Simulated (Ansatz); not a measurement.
Entries from a set of simulations; values are calculated unless marked as measured.

### From HSE06 to G0W0: Y2Ti2O7 (Fd-3m)

The structure is cubic, space group Fd-3m (No. 227). The conventional cell has a = 10.099 Å, b = 10.099 Å, c = 10.099 Å, α = 90.00°, β = 90.00°, γ = 90.00°. Nearest to Y lie 8 O at 2.19 to 2.48 Å. Ti has 6 O at 1.96 Å nearest. O has 2 Ti at 1.96 Å and 2 Y at 2.48 Å nearest. Nearest to O lie 4 Y at 2.19 Å. Farther neighbours and most contacts between anions are not listed.

```yaml
method: G0W0 on HSE06, plane waves, PAW (and 1 further level or step)
program: Ansatz 0.2.0
settings_of_one_run: cutoff 930 eV, 4×4×4 k-mesh, {"kind": "paw", "source": "ansatz"}, empty bands 1531, screening cutoff 190 eV, screening contour deformation, QP bands (v4, c4)
cost: 2 runs, 6.7 min in all on 1 × NVIDIA GB200 with 32 threads of Arm Neoverse V2, shared host (the runs of this entry)
notes: In doubt: masses and optical values from hybrid runs of this build are listed as unsure (in some of the runs), which bears on the screening that GW takes from such a start. The program’s warnings: metallic iterate. Geometry: measured cell, ions relaxed with r2SCAN. Limits: no spin-orbit coupling. The differences hold parts that these runs do not separate: finite bands, cutoffs and mesh, points of the zone that were not corrected, the start of G0W0, spin-orbit coupling missing from it, static nuclei, no electron-hole attraction, and what each experiment reads as the gap. How much each gives is not known from the steps shown. For the G0W0 step: the program’s warnings for this run: metallic iterate.
hse06_gap_over_mesh_and_listed_points: 4.495 eV, from k = (0.500, 0.000, 0.500) to k = Γ
g0w0_hse06_gap_over_all_8_irreducible_mesh_points: 5.068 eV, from k = (0.000, -0.500, -0.500) to k = Γ
hse06_soc_gap_over_mesh_and_listed_points: 4.494 eV
gw_settings: 4×4×4 mesh, 1531 empty bands, screening to 190 eV, hard PAW files
known_limits: finite bands, screening cutoff and k mesh; no spin-orbit coupling in G0W0
```

Over all 8 irreducible mesh points the G0W0 gap is 5.068 eV, from k = (0.000, -0.500, -0.500) to k = Γ. The HSE06 gap of this run on the mesh is 4.491 eV. The two states that bound the G0W0 gap lie that far apart at the start, so the correction of the gap is 5.068 − 4.491 = +0.577 eV. The valence state moves by 8.640 − 8.641 = −0.001 eV and the conduction state by 13.707 − 13.132 = +0.575 eV, on the run's own scale; how far single levels stand from their limit in bands is not shown.

### Sb2Se3 (Antimonselite): band gap by G0W0 on HSE06

It takes space group Pnma (No. 62, orthorhombic). Conventional cell: a = 11.770 Å, b = 3.962 Å, c = 11.620 Å, α = 90.00°, β = 90.00°, γ = 90.00°. Nearest to Sb lie 6 Se at 2.66 to 3.26 Å. Nearest to Sb lie 5 Se at 2.58 to 2.98 Å. Nearest to Se lie 5 Sb at 2.58 to 3.22 Å. Nearest to Se lie 3 Sb at 2.66 to 3.26 Å. Nearest to Se lie 3 Sb at 2.66 to 2.78 Å. Farther neighbours and most contacts between anions are not listed.

```yaml
method: G0W0 on HSE06, plane waves, PAW (and 1 further level or step)
program: Ansatz 0.2.0
settings_of_one_run: cutoff 580 eV, 2×4×2 k-mesh, {"kind": "paw", "source": "ansatz"}, empty bands 1419, screening cutoff 110 eV, screening contour deformation, QP bands (v4, c4)
cost: 2 runs, 9.4 min in all on 1 × NVIDIA GB200 with 32 threads of Arm Neoverse V2, shared host (the runs of this entry)
notes: In doubt: masses and optical values from hybrid runs of this build are listed as unsure (in some of the runs), which bears on the screening that GW takes from such a start. The cell and positions come from the Crystallography Open Database and are kept as given unless a step says otherwise. Limits: no spin-orbit coupling. HSE06+SOC against HSE06: 1.356 − 1.473 = −0.117 eV. Mesh, set of files and cutoff are the same, but the conduction bottom lies at another k point, so this need not be the shift of one pair of states. The spin-orbit run sees mesh and listed points alone, so its gap is an upper bound: the coupling can move an edge off these points, and the change over the zone, its sign included where it is small, is not known. The differences hold parts that these runs do not separate: finite bands, cutoffs and mesh, points of the zone that were not corrected, the start of G0W0, spin-orbit coupling missing from it, static nuclei, no electron-hole attraction, and what each experiment reads as the gap. How much each gives is not known from the steps shown.
hse06_gap_over_mesh_and_listed_points: 1.473 eV, from k = (0.000, 0.000, 0.200) to k = (0.000, 0.000, 0.300)
g0w0_hse06_gap_over_all_12_irreducible_mesh_points: 1.564 eV, from k = Γ to k = (0.000, 0.000, -0.500)
hse06_soc_gap_over_mesh_and_listed_points: 1.356 eV
gw_settings: 2×4×2 mesh, 1419 empty bands, screening to 110 eV, hard PAW files
known_limits: finite bands, screening cutoff and k mesh; no spin-orbit coupling in G0W0
```

Over all 12 irreducible mesh points the G0W0 gap is 1.564 eV, from k = Γ to k = (0.000, 0.000, -0.500). The HSE06 gap of this run on the mesh is 1.507 eV. The two states that bound the G0W0 gap lie that far apart at the start, so the correction of the gap is 1.564 − 1.507 = +0.057 eV. The valence state moves by 9.172 − 9.262 = −0.090 eV and the conduction state by 10.735 − 10.770 = −0.035 eV, on the run's own scale; how far single levels stand from their limit in bands is not shown.

[Paths, hosts, dates, memory and timing lines, banners, echoed tables and standing remarks are left out of the program output.]

[Logs are printed without paths, hosts, clocks, repeated set-up lines and the standing remarks that a program may print on its own settings, such as how far it seeks lower states.]

[Runs of the session that timed out or met a known fault of the program may be left out.]

[Cells called generated may have been cut or substituted from an entry of the Crystallography Open Database or the Materials Project.]

[Hosts, paths, dates, database ids (printed as entryN), source tags and the programs' standing remarks are cut or masked in the printed files.]
